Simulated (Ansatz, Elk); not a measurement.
# Na2Ir: X-ray structure factors from the self-consistent density

Structure refinements treat a crystal as free atoms side by side. For a made-up structure of Na2Ir (cell and positions from a PBEsol relaxation) the runs below show what the calculated density changes in F(hkl).

Calculated with Elk 11.2.3 (patched build); DFT, PBE, all-electron APW+lo, Dirac cores, scalar-relativistic bands, static density, no spin.

The structure was built from a prototype and need not be the compound's stable phase.

### Step 1. The starting structure

The structure is cubic, space group Fm-3m (No. 225). Conventional cell: a = 6.795 Å, b = 6.795 Å, c = 6.795 Å, α = 90.00°, β = 90.00°, γ = 90.00°. Nearest to Ir lie 8 Na at 2.94 Å. Nearest to Na lie 4 Ir at 2.94 Å. Farther neighbours are not listed.

### Step 2. Ground state and structure factors

An all-electron density is needed, since X-rays see the cores too. Task 0 finds the density and task 195 Fourier-transforms it; tshift is off so that phases refer to the origin typed.

elk.in reads:

```
tasks
  0
  195

xctype
  20

spinpol
  .false.

rgkmax
  7.0

gmaxvr
  14.0

lmaxo
  7

lmaxapw
  8

swidth
  0.002

tshift
  .false.

ramdisk
  .false.

hmaxvr
  5.5

maxscl
  120

epspot
  1e-06

sppath
  './'

avec
  -0.00000000000 6.42031452321 6.42031452321
  6.42031452321 0.00000000000 6.42031452321
  6.42031452321 6.42031452321 -0.00000000000

atoms
  2
  'Ir.in'
  1
  0.0000000000 -0.0000000000 -0.0000000000   0.000000 0.000000 0.000000
  'Na.in'
  2
  0.2500000000 0.2500000000 0.2500000000   0.000000 0.000000 0.000000
  0.7500000000 0.7500000000 0.7500000000   0.000000 0.000000 0.000000

ngridk
  6 6 6
```

Started as:

```
OMP_NUM_THREADS=4 elk
```

Numbers of over 12 decimals in the logs are rounded to 6 here.

The program printed:

```text
┌─────────────────────────┐
│ Elk code version 11.2.3 │
└─────────────────────────┘

All units are atomic (Hartree, Bohr, etc.)

┌─────────────────────────────────────────────────┐
│ Ground-state run starting from atomic densities │
└─────────────────────────────────────────────────┘

Lattice vectors :
  -0.000000000       6.420314523       6.420314523
   6.420314523       0.000000000       6.420314523
   6.420314523       6.420314523      -0.000000000

Reciprocal lattice vectors :
 -0.4893206777      0.4893206777      0.4893206777
  0.4893206777     -0.4893206777      0.4893206777
  0.4893206777      0.4893206777     -0.4893206777

Unit cell volume      :    529.2963609
Brillouin zone volume :   0.4686414489

Muffin-tin inner radius fraction :   0.1000000000E-01

Nuclei treated as point charges

Species : 1 (Ir)
 parameters loaded from : Ir.in
 name : iridium
 nuclear charge    :   -77.00000000
 electronic charge :    77.00000000
 atomic mass :    350390.1562
 muffin-tin radius :    2.800000000
 number of radial points in muffin-tin :   1393
 inner part over the whole radius :   0.9964929683E-02
 number on inner part of muffin-tin    :   1000
 approximate nuclear radius :   0.1024342351E-03
 number of mesh points to nuclear radius :    522
 atomic positions (lattice), magnetic fields (Cartesian) :
  1 :   0.00000000  0.00000000  0.00000000    0.00000000  0.00000000  0.00000000

Species : 2 (Na)
 parameters loaded from : Na.in
 name : sodium
 nuclear charge    :   -11.00000000
 electronic charge :    11.00000000
 atomic mass :    41907.78703
 muffin-tin radius :    2.200000000
 number of radial points in muffin-tin :    793
 inner part over the whole radius :   0.9883648912E-02
 number on inner part of muffin-tin    :    551
 approximate nuclear radius :   0.5574345702E-04
 number of mesh points to nuclear radius :    238
 atomic positions (lattice), magnetic fields (Cartesian) :
  1 :   0.25000000  0.25000000  0.25000000    0.00000000  0.00000000  0.00000000
  2 :  -0.25000000 -0.25000000 -0.25000000    0.00000000  0.00000000  0.00000000

Total number of atoms per unit cell :    3
Total muffin-tin volume :    181.1567988
 ratio of muffin-tin to unit cell volume :   0.3422596718

Spin treatment :
 spin-unpolarised

Number of Bravais lattice symmetries :   48
Number of crystal symmetries         :   48
Crystal has inversion symmetry
Real symmetric eigensolver will be used

k-point grid :      6     6     6
k-point offset :    0.000000000       0.000000000       0.000000000
k-point set is reduced with full crystal symmetry group
Total number of k-points :       16

Muffin-tin radius times maximum |G+k| :    7.000000000
 using average radius
Maximum |G+k| for APW functions       :    2.916666667
Maximum (1/2)|G+k|²                   :    4.253472222
Maximum |G| for potential and density :    14.00000000
Constant for pseudocharge density :   10
 order of it for each species :   17  17
 order of it for pair densities of each species (exact exchange by exxq0 0: 18) :   13   7
Radial integration step length :    1

G-vector grid sizes :     42    42    42
Number of G-vectors :    24357

Maximum angular momentum used for
 APW functions            :    8
 outer part of muffin-tin :    7
 inner part of muffin-tin :    2

Total nuclear charge    :   -99.00000000
Total core charge       :    52.00000000
Total valence charge    :    47.00000000
Total excess charge     :    0.000000000
Total electronic charge :    99.00000000

Effective Wigner radius, rₛ :    1.084738450

Number of empty states         :     12
Total number of valence states :     36
Total number of core states    :     52

Third-order local-orbitals added for an l without core states : T
Total number of local-orbitals :     60

Exchange-correlation functional :     20     0     0
 Perdew-Burke-Ernzerhof, Phys. Rev. Lett. 77, 3865 (1996)
 gradient requirement :    1
 generalised gradient approximation (GGA)

Smearing type :    3
 Fermi-Dirac
Smearing width :   0.2000000000E-02
[...]
exchange                    :     -372.90151395029
 correlation                 :     -5.471188
 electron entropic           :    -0.41458835841046E-02
 total energy                :     -18182.723291816

Density of states at Fermi energy :    319.8250917
 (states/Hartree/unit cell)

Estimated indirect band gap :   0.4744477103E-03
 from k-point 13 to k-point 4
Estimated direct band gap   :   0.3122008409E-02
 at k-point 4

Charges :
 core                        :    52.00000000
 valence                     :    47.00000000
 interstitial                :    2.270348920
 muffin-tins (core leakage)
  species : 1 (Ir)
   atom 1                    :    76.65047679     (  0.2469600432E-03)
  species : 2 (Na)
   atom 1                    :    10.03958714     ( -0.9715865490E-07)
   atom 2                    :    10.03958714     ( -0.9715865490E-07)
 total in muffin-tins        :    96.72965108
 total calculated charge     :    98.99970965
 total charge                :    99.00000000
 error                       :   0.2903492480E-03

RMS change in Kohn-Sham potential (target) :   0.6645592478     (  0.1000000000E-05)
Absolute change in total energy (target)   :   0.5407554078     (  0.1000000000E-03)

[... loops 3 to 14 left out ...]

┌──────────────────┐
│ Loop number : 15 │
└──────────────────┘

Energies :
 Fermi                       :     0.32801214819891E-01
 sum of occupied eigenvalues :     -11148.808602378
 electron kinetic            :      20679.277497756
 core electron kinetic       :      19813.987311323
 Coulomb                     :     -38484.248746181
 Coulomb potential           :     -31334.119819996
 nuclear-nuclear             :     -1217.7697125078
 electron-nuclear            :     -43216.250932346
 Hartree                     :      5949.7718986722
 Madelung                    :     -22817.188836183
 xc potential                :     -493.96628013823
 exchange                    :     -372.44479716945
 correlation                 :     -5.462436
 electron entropic           :    -0.41290388108223E-02
 total energy                :     -18182.882610958

Density of states at Fermi energy :    331.2170360
 (states/Hartree/unit cell)

Estimated indirect band gap :   0.5148033988E-03
 from k-point 10 to k-point 11
Estimated direct band gap   :   0.2631280283E-02
 at k-point 13

Charges :
 core                        :    52.00000000
 valence                     :    47.00000000
 interstitial                :    2.740757127
 muffin-tins (core leakage)
  species : 1 (Ir)
[...]
species : 2 (Na)
[...]
total in muffin-tins        :    96.25924287
 total calculated charge     :    98.99971134
 total charge                :    99.00000000
 error                       :   0.2886558673E-03

RMS change in Kohn-Sham potential (target) :   0.5193853712E-06 (  0.1000000000E-05)
Absolute change in total energy (target)   :   0.2931094787E-04 (  0.1000000000E-03)

Convergence targets achieved

┌──────────────────┐
│ Loop number : 16 │
└──────────────────┘

Energies :
 Fermi                       :     0.32801094589032E-01
 sum of occupied eigenvalues :     -11148.808611963
 electron kinetic            :      20679.277520761
 core electron kinetic       :      19813.987324919
 Coulomb                     :     -38484.248778852
 Coulomb potential           :     -31334.119814815
 nuclear-nuclear             :     -1217.7697125078
 electron-nuclear            :     -43216.251002704
 Hartree                     :      5949.7719363603
 Madelung                    :     -22817.188871444
 xc potential                :     -493.96631790936
 exchange                    :     -372.44479812833
 correlation                 :     -5.462436
 electron entropic           :    -0.41290379272690E-02
 total energy                :     -18182.882621604

Density of states at Fermi energy :    331.2169194
 (states/Hartree/unit cell)

Estimated indirect band gap :   0.5147858472E-03
 from k-point 10 to k-point 11
Estimated direct band gap   :   0.2631334919E-02
 at k-point 13

Charges :
 core                        :    52.00000000
 valence                     :    47.00000000
 interstitial                :    2.740755955
 muffin-tins (core leakage)
  species : 1 (Ir)
   atom 1                    :    76.08852515     (  0.2552594288E-03)
  species : 2 (Na)
   atom 1                    :    10.08535945     ( -0.9715865534E-07)
   atom 2                    :    10.08535945     ( -0.9715865534E-07)
 total in muffin-tins        :    96.25924404
 total calculated charge     :    98.99971134
 total charge                :    99.00000000
 error                       :   0.2886560803E-03

┌──────────────────────────────┐
│ Self-consistent loop stopped │
└──────────────────────────────┘

Warning : core states of species 1 leak from the muffin-tin :   0.2552594288E-03

Wrote STATE.OUT
```

Run time: 14 s. Hardware: 4 threads of Intel Xeon Platinum 8375C at 2.90GHz (Ice Lake), shared host; peak memory 0.16 GiB; 30 s of CPU time.

SFACRHO.OUT:

```text

h k l indices transformed by vhmat matrix:
   1.000000000       0.000000000       0.000000000    
   0.000000000       1.000000000       0.000000000    
   0.000000000       0.000000000       1.000000000    

      h      k      l  multipl.   |H|            Re(F)            Im(F)           |F|

      0      0      0      1   0.0000000       99.000000      0.30098457E-16   99.000000    
      0      1      0      8  0.84752827       71.178074      -0.0000000       71.178074    
      0     -1     -1      6  0.97864136       51.426816      0.19968062E-16   51.426816    
      2      1      1     12   1.3840079       80.880531     -0.22166794E-17   80.880531    
      0     -1     -2     24   1.6228931       61.703052      -0.0000000       61.703052    
     -2      0      0      8   1.6950565       45.902721      0.74731250E-16   45.902721    
      0      2      2      6   1.9572827       71.905207     -0.32490474E-16   71.905207    
     -1      2      0     24   2.1328994       56.266740      -0.0000000       56.266740    
     -1     -2     -3     24   2.1883086       42.819694     -0.33342710E-16   42.819694    
      2      3      3     24   2.3971720       65.627764      0.29701959E-17   65.627764    
      3      1      3     24   2.5425848       52.251552      -0.0000000       52.251552    
      0      3      0      8   2.5425848       52.301885      -0.0000000       52.301885    
     -2     -2     -4     12   2.7680158       60.747409     -0.23253363E-16   60.747409    
      2     -2     -1     48   2.8948602       49.148876      -0.0000000       49.148876    
      3     -1      0     24   2.9359241       38.935623      0.11544535E-16   38.935623    
      3      3      0      6   2.9359241       38.886783      0.24396125E-17   38.886783    
      3      4      1     24   3.0947357       56.794272      0.13015082E-16   56.794272    
      4      3      4     24   3.2086903       46.585010      -0.0000000       46.585010
```

Elk indexes on the primitive cell of elk.in and gives |H| = 4π sin θ/λ in inverse bohr. Below, one row stands for each form hkl of the conventional cell (m members, Friedel mates merged), F is for one primitive cell and the density is static (no thermal factor). Free-atom factors are Waasmaier and Kirfel's, and R is Σm||F|−|F'||/Σm|F|.

```
hkl   m  sin θ/λ (Å⁻¹)  abs F, DFT  neutral atoms   diff.
111   8          0.128      71.178         70.851  +0.327
200   6          0.147      51.427         51.206  +0.220
220  12          0.208      80.880         81.014  -0.134
311  24          0.244      61.703         61.824  -0.121
222   8          0.255      45.903         45.913  -0.011
400   6          0.294      71.905         72.100  -0.194
331  24          0.321      56.267         56.343  -0.076
420  24          0.329      42.820         42.873  -0.053
422  24          0.360      65.628         65.736  -0.108
511  24          0.382      52.252         52.352  -0.101
333   8          0.382      52.302         52.352  -0.050
440  12          0.416      60.747         60.829  -0.081
531  48          0.435      49.149         49.212  -0.063
442  24          0.442      38.936         38.971  -0.035
600   6          0.442      38.887         38.971  -0.084
620  24          0.465      56.794         56.880  -0.086
533  24          0.482      46.585         46.629  -0.044
622  24          0.488      37.442         37.500  -0.058
444   8          0.510      53.579         53.612  -0.033
551  24          0.525      44.400         44.443  -0.043
711  24          0.525      44.369         44.443  -0.074
640  24          0.531      36.159         36.209  -0.049
```

### Step 3. The highest occupied states alone

An energy window below the Fermi level keeps the highest occupied states, to see at which angles they scatter; shallow core shells can lie inside it and anion s states outside. No new self-consistency is needed.

Changes to elk.in since step 2:

```diff
@@ -1,3 +1,2 @@
 tasks
-  0
   195
@@ -40,2 +39,5 @@
 
+wsfac
+  -0.334690 0.332800
+
 sppath
```

Started as:

```
OMP_NUM_THREADS=4 elk
```

The program printed:

```text
┌─────────────────────────────────┐
│ Elk code version 11.2.3 started │
└─────────────────────────────────┘

Info(readinput): the functional depends on the density's gradient
 muffin-tin radial points multiplied by    2.00000
 (not where nrmtscf is given)

┌────────────────────┐
│ Current task : 195 │
└────────────────────┘

Info(sfacrho): density structure factors written to SFACRHO.OUT

 Energy window :  -0.3346900000      0.3328000000

┌──────────────────┐
│ Elk code stopped │
└──────────────────┘
```

Elapsed: 5 s, on 4 threads; peak memory 0.16 GiB.

States within 10 eV below the Fermi level hold 11.00 electrons; any levels below the window count with the cores. Their amplitudes can exceed the total, where window and core parts have opposite phase:

```
hkl  sin θ/λ (Å⁻¹)  abs F, window  abs F, all
111          0.128          5.582      71.178
200          0.147          4.628      51.427
220          0.208          2.420      80.880
311          0.244          1.541      61.703
222          0.255          1.360      45.903
400          0.294          0.722      71.905
331          0.321          0.442      56.267
420          0.329          0.293      42.820
422          0.360          0.183      65.628
511          0.382          0.017      52.252
```

(Part 1 of 2 ends here.)

[Logs are printed without paths, hosts, clocks, repeated set-up lines and the standing remarks that a program may print on its own settings, such as how far it seeks lower states.]

[Hosts, paths, dates, database ids (printed as entryN), source tags and the programs' standing remarks are cut or masked in the printed files.]
